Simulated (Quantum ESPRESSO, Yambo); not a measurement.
# Quasiparticle gap of SrCl2 (Fm-3m) in Yambo, part 3 of 3

Wanted: ground state, empty states, screening and self-energy for SrCl2 (Fm-3m).

Quantum ESPRESSO 7.5 and Yambo 5.3.0; PBE and many-body steps on it, plane waves. Known limits of the many-body steps: not at the basis limit; no spin-orbit coupling.

So far. Step 3 (Bands along the symmetry lines): The gap is 5.343 eV, as in the run before at this level. Step 4 (Empty states on the mesh, 4×4×4 mesh, 79 bands): On this mesh the gap is 5.343 eV.

### 6. Screening and self-energy, 4×4×4 mesh, 79 bands, screening to 88.4 eV

Now the one-shot GW correction: screening in the RPA, then the self-energy of the levels asked for.

This step: G0W0 on PBE, plane waves, norm-conserving pseudopotentials.

Contents of gw1.in:

```
HF_and_locXC
gw0
dyson
ppa
em1d
rim_cut
RandQpts= 1000000
RandGvec= 1 RL
EXXRLvcs= 56 Ry
VXCRLvcs= 224 Ry
Chimod= "HARTREE"
% BndsRnXp
 1 | 79 |
%
NGsBlkXp= 6.5 Ry
% LongDrXp
 1 | 1 | 1 |
%
% GbndRnge
 1 | 79 |
%
DysSolver= "n"
ExtendOut
PPAPntXp= 27.21138 eV
% QPkrange
 7 | 7 | 11 | 14 |
 1 | 1 | 11 | 14 |
%
```

Run with:

```
> OMP_NUM_THREADS=1 mpirun -n 4 yambo -F gw1.in -J gw1 -C gw1 > gw1.log
```

Log:

```text
 Yambo, version 5.3.0

 [02] CORE Variables Setup
 =========================

  [... cell, symmetries and grids as in the set-up ...]

  [02.05] Energies & Occupations
  ==============================

  [X] === General ===
  [X] Electronic Temperature                        :  0.000000  0.000000 [eV K]
  [X] Bosonic    Temperature                        :  0.000000  0.000000 [eV K]
  [X] Finite Temperature mode                       : no
  [X] El. density                                   :  0.28270E+24 [cm-3]
  [X] Fermi Level                                   :  3.144460 [eV]

  [X] === Gaps and Widths ===
  [X] Conduction Band Min                           :  5.342898 [eV]
  [X] Valence Band Max                              :  0.000000 [eV]
  [X] Filled Bands                                  :  12
  [X] Empty Bands                                   :   13   79
  [X] Direct Gap                                    :  5.511898 [eV]
  [X] Direct Gap localized at k                     :   7
  [X] Indirect Gap                                  :  5.342898 [eV]
  [X] Indirect Gap between kpts                     :   7   1
  [X] Last valence band width                       :  1.042953 [eV]
  [X] 1st conduction band width                     :  1.387901 [eV]

 [03] Transferred momenta grid and indexing
 ==========================================

 IBZ Q-points                                      :   8
 BZ  Q-points                                      :   64

 K/Q-points units:
 rlu = crystal or reduced units; cc = cartesian coordinates; iku = interal k-units

 Q [1]          [rlu]:  0.000000  0.000000  0.000000
 Q [2]          [rlu]: -0.24672E-16 -0.24672E-16  0.25000
 Q [3]          [rlu]:  0.49343E-16  0.49343E-16 -0.50000
 Q [4]          [rlu]: -0.54799E-17  0.25000      0.25000
 Q [5]          [rlu]: -0.17850E-16  0.25000      0.50000
 Q [6]          [rlu]:  0.10758E-15  0.25000     -0.25000
 Q [7]          [rlu]:  0.10960E-16 -0.50000     -0.50000
 Q [8]          [rlu]:  0.250000 -0.500000 -0.250000

 [04] Coloumb potential Random Integration (RIM)
 ===============================================

  [04.01] RIM initialization
  ==========================

  * Diagonal components only detected *

  8 x (sBL volume)        :  0.054121 [a.u.]
  sBZ random points       :  1000000
  Points outside the sBZ  :   7996195
  RL volume               :  0.432965 [a.u.]
  Integrated volume       :  0.433171 [a.u.]

  [04.02] RIM integrals
  =====================

  Gamma point sphere radius             :  0.068613 [a.u.]
  Points outside the sphere             :   799659
  [Int_sBZ(q=0) 1/q^2]*(Vol_sBZ)^(-1/3) =:  7.764404
                                 should be <:  7.795600

  Summary of Coulomb integrals for non-metallic bands |Q|[au] RIM/Bare

  Q [1] 0.100000E-4 0.995998 * Q [2] 0.206363 1.065167
  Q [4] 0.238287 1.065194 * Q [6] 0.336989 1.026099
  Q [5] 0.395155 1.019892 * Q [3] 0.412726 1.016551
  Q [7] 0.476575 1.013307 * Q [8] 0.532827 1.010383

 [05] Dipoles
 ============

  [05.01] Setup: observables and procedures
  =========================================

  [WARNING] [x,Vnl] slows the Dipoles computation. To neglect it rename the ns.kb_pp file

 [06] Dynamic Dielectric Matrix (PPA)
 ====================================

 [WR./gw1//ndb.pp]---------------------------------------------------------------
  Brillouin Zone Q/K grids (IBZ/BZ)                :    8   64    8   64
  RL vectors                                       :   4957 [WF]
  Coulomb cutoff potential                         : none
  Electronic Temperature                           :  0.000000 [K]
  Bosonic    Temperature                           :  0.000000 [K]
  PPA    diel. fun.  energies                      : Perdew, Burke & Ernzerhof(X)+Perdew, Burke & Ernzerhof(C)
  wavefunctions                                    : Perdew, Burke & Ernzerhof(X)+Perdew, Burke & Ernzerhof(C)
  Global Gauge                                     : length
  X matrix size                                    :  169
  X band range                                     :    1   79
  X e/h energy range                               : -1.000000 -1.000000 [eV]
  X Time ordering                                  : R
  X Hxc Kernel                                     : HARTREE
  X Drude frequency                                :  0.000000  0.000000
  X poles                                          :  100.0000 [o/o]
  RL vectors in the sum                            :   4957
  [r,Vnl] included                                 : yes
  Field direction                                  :  0.577350E-5  0.577350E-5  0.577350E-5
  BZ energy Double Grid                            : no
  BZ energy DbGd points                            : 0
  BZ Q point size factor                           : -1.000000
  X Optical Averaged directions                    : none

 [07] Local Exchange-Correlation + Non-Local Fock
 ================================================

 [VXC] Plane waves :   32455
 [EXS] Plane waves :   4111

 QP @ state[ 1 ] K range:  1  1
 QP @ state[ 1 ] b range:  11  14
 QP @ state[ 2 ] K range:   7   7
 QP @ state[ 2 ] b range:  11  14

 [xc] Functional : Perdew, Burke & Ernzerhof(X)+Perdew, Burke & Ernzerhof(C)
 [xc] LIBXC used to calculate xc functional
  PP Number of Atomic Species                      :  2
  NLCC RL compoments                               :   32455
  PP Number of Atomic Species                      :  2
  NLCC RL compoments                               :   32455

 [xc] E_xc :  -10.28969 [Ha]
      E_xc :  -20.57939 [Ry]

  Local XC kind (lXC) : Perdew, Burke & Ernzerhof(X)+Perdew, Burke & Ernzerhof(C)
  Non-Local XC kind (nlXC) : Hartree-Fock

  Corrections @ K [1] :  [eV]
 <11|nlXC|11> = -18.76882  0.14785E-16 <11|lXC|11> = -14.46865 -0.56645E-15
 <12|nlXC|12> = -18.76880  0.48786E-17 <12|lXC|12> = -14.46865  0.18882E-15
 <13|nlXC|13> = -3.816029 -0.12528E-17 <13|lXC|13> = -7.728227  0.47204E-16
 <14|nlXC|14> = -4.806735 -0.53415E-18 <14|lXC|14> = -9.737016  0.37763E-15

  Corrections @ K [7] :  [eV]
 <11|nlXC|11> = -18.64190 -0.80243E-17 <11|lXC|11> = -14.38680 -0.94409E-16
 <12|nlXC|12> = -18.99105 -0.81551E-17 <12|lXC|12> = -14.80086  0.94408E-16
 <13|nlXC|13> = -4.159284 -0.48549E-18 <13|lXC|13> = -8.460180  0.16522E-15
 <14|nlXC|14> = -5.680430  0.81368E-18 <14|lXC|14> = -11.00883 -0.94411E-16

 [08] Dyson equation: Newton solver
 ==================================

  [08.01] G0W0 (W PPA)
  ====================

  [  GW  ] Bands range     :    1   79
  [GW/PPA] G damping       :  0.100000 [eV]

  QP @ state[ 1 ] K range:  1  1
  QP @ state[ 1 ] b range:  11  14
  QP @ state[ 2 ] K range:   7   7
  QP @ state[ 2 ] b range:  11  14

   Sc/G bands                                       :    1   79
   Sc/G damping                                     :  0.100000 ev
   Sc bands terminator                              : no
   Sx RL components                                 :   4111

   QP @ state[ 1 ] K range                          :  1  1
   QP @ state[ 1 ] b range                          :  11  14
   QP @ state[ 2 ] K range                          :   7   7
   QP @ state[ 2 ] b range                          :  11  14
   GF energies kind                                 : Perdew, Burke & Ernzerhof(X)+Perdew, Burke & Ernzerhof(C)
   GF WF`s kind                                     : Perdew, Burke & Ernzerhof(X)+Perdew, Burke & Ernzerhof(C)
   Xs energies kind                                 : Perdew, Burke & Ernzerhof(X)+Perdew, Burke & Ernzerhof(C)
   Xs WF`s kind                                     : Perdew, Burke & Ernzerhof(X)+Perdew, Burke & Ernzerhof(C)

 [11] Game Over & Game summary
```

Run time: 34 s. Hardware: 4 MPI ranks of Arm Neoverse V2, shared host; peak memory 1.5 GiB; 2.2 min of CPU time.

Numbers from this step:

```yaml
g0w0_gap_on_the_points_computed: 7.442 eV
starting_gap_on_the_mesh: 5.343 eV
k_of_the_valence_top: 0, -0.5, -0.5
k_of_the_conduction_bottom: 0, 0, 0
least_direct_g0w0_gap_on_the_computed_points: 7.840 eV
z_at_the_valence_top: 0.8164
z_at_the_conduction_bottom: 0.8665
```

The gap on the mesh goes from 5.34 eV to 7.44 eV, a correction of +2.10 eV.

Limits: finite bands, cutoff and mesh; no spin-orbit coupling. v1 is the top filled band, c1 the lowest empty one. Levels before and after the correction, in eV, zero at the valence-band top of each column:

```tsv
	conduction bottom	valence top
Kohn-Sham	5.34	0.00
G0W0	7.44	0.00
```

```tsv
	level	energy (eV)
Kohn-Sham	Γ v2-v1	-0.334
Kohn-Sham	Γ c1	5.343
Kohn-Sham	Γ c2	6.108
Kohn-Sham	(0 -0.5 -0.5) v2	-0.396
Kohn-Sham	(0 -0.5 -0.5) v1	0.000
Kohn-Sham	(0 -0.5 -0.5) c1	5.512
Kohn-Sham	(0 -0.5 -0.5) c2	7.054
G0W0	Γ v2-v1	-0.398
G0W0	Γ c1	7.442
G0W0	Γ c2	9.033
G0W0	(0 -0.5 -0.5) v2	-0.442
G0W0	(0 -0.5 -0.5) v1	0.000
G0W0	(0 -0.5 -0.5) c1	8.021
G0W0	(0 -0.5 -0.5) c2	10.219
```

### 7. Where the time went

Times are wall times on the hardware named with each run, good to a factor of about two.

```tsv
step	time	share	memory (GiB)
ground state	6.1 s	11 %	0.27
bands along the symmetry lines	6.2 s	11 %	0.24
empty states on the mesh	5.6 s	10 %	0.32
conversion and set-up	2.3 s	4 %	0.25
screening and self-energy	34 s	63 %	1.5
```

### 8. Summary of results

```json
{
  "PBE gap": "5.34 eV, indirect",
  "G0W0 gap on the mesh": "7.44 eV",
  "GW settings": "4×4×4 mesh, 79 bands, screening to 88.4 eV, Godby-Needs plasmon pole",
  "known limits": "not at the basis limit; no spin-orbit coupling"
}
```

What this shows: G0W0 moves the gap on the mesh from 5.34 eV to 7.44 eV (+2.10 eV), with Z of 0.82 and 0.87 at the edges. Only 2 of the mesh's irreducible points were corrected, so a valley elsewhere could overtake. The dearest step here is «screening and self-energy». Bands and cutoff are finite, so the gap is not at the basis limit. The miss can reach some tenths of an eV and take either sign; the mesh is an error of its own. In the G0W0 run levels were corrected at 2 k points alone, so a gap called «on the mesh» is the least over those, and an edge elsewhere would be missed. The many-body steps are scalar-relativistic: spin-orbit coupling is not in them.

[Paths, hosts, dates, memory and timing lines, banners, echoed tables and standing remarks are left out of the program output.]

[Logs are printed without paths, hosts, clocks, repeated set-up lines and the standing remarks that a program may print on its own settings, such as how far it seeks lower states.]

[Runs of the session that timed out or met a known fault of the program may be left out.]

[Hosts, paths, dates, database ids (printed as entryN), source tags and the programs' standing remarks are cut or masked in the printed files.]
